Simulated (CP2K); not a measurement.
Consider isocyanoacetaldehyde at its PBE geometry (Å).

```xyz
8

C     2.3769    0.8401    0.2837
N     1.3765    0.2121    0.2282
C     0.1513   -0.4841    0.1411
C    -1.0435    0.3671   -0.2932
O    -1.0107    1.5461   -0.5691
H    -0.0981   -0.9363    1.1162
H     0.2394   -1.3222   -0.5716
H    -1.9918   -0.2227   -0.3353
```

Method: CP2K XAS_TDP, all-electron GAPW, PBEh(45%), aug-cc-pVDZ, TDA, GW2X-corrected core level, no relativity.

**Question.** Predict the bright core excitations at the C K edge.

Leading lines: C1 289.13 eV, C3 291.81 eV and C4 288.69 eV. The leading line of an atom is its first one with 35 % of the strongest within 2.5 eV of its lowest line over the strength cut. Core ionisation energies at this level: C3 294.94, C4 296.41 and C1 294.90 eV.

The first six lines of each atom with a strength over 0.0015:

```
                       atom  energy (eV)  states  strength, one atom  above the computed threshold
           C1 (bonded to N)       289.13       1              0.0693                              
                                  289.19       1              0.0686                              
                                  294.13       1              0.0023                              
                                  294.40       1              0.0024                              
                                  294.89       1              0.0019                              
                                  295.08       1              0.0025                           yes
C3 (bonded to C, N and 2 H)       291.81       1              0.0161                              
                                  292.19       1              0.0213                              
                                  292.94       1              0.0094                              
                                  293.18       1              0.0205                              
                                  293.77       1              0.0078                              
                                  293.82       1              0.0019                              
  C4 (bonded to C, O and H)       288.69       1              0.0673                              
                                  293.66       1              0.0127                              
                                  294.77       1              0.0020                              
                                  295.00       1              0.0206                              
                                  295.23       1              0.0016                              
                                  295.82       1              0.0016
```

Lines are vertical, at one geometry, with no vibrational structure. GW2X ionisation energies and lines can be off by 1 to 2 eV either way, and a good line position may hide errors that cancel. These values hold no scalar relativity, about 0.1 eV for C 1s. Rydberg lines, and the discretised continuum above threshold, depend on the basis and the box.

[Banner, clock and machine lines of the logs are left out without a mark of their own.]

[Logs are printed without paths, hosts, clocks, repeated set-up lines and the standing remarks that a program may print on its own settings, such as how far it seeks lower states.]

[Hosts, paths, dates, database ids (printed as entryN), source tags and the programs' standing remarks are cut or masked in the printed files.]
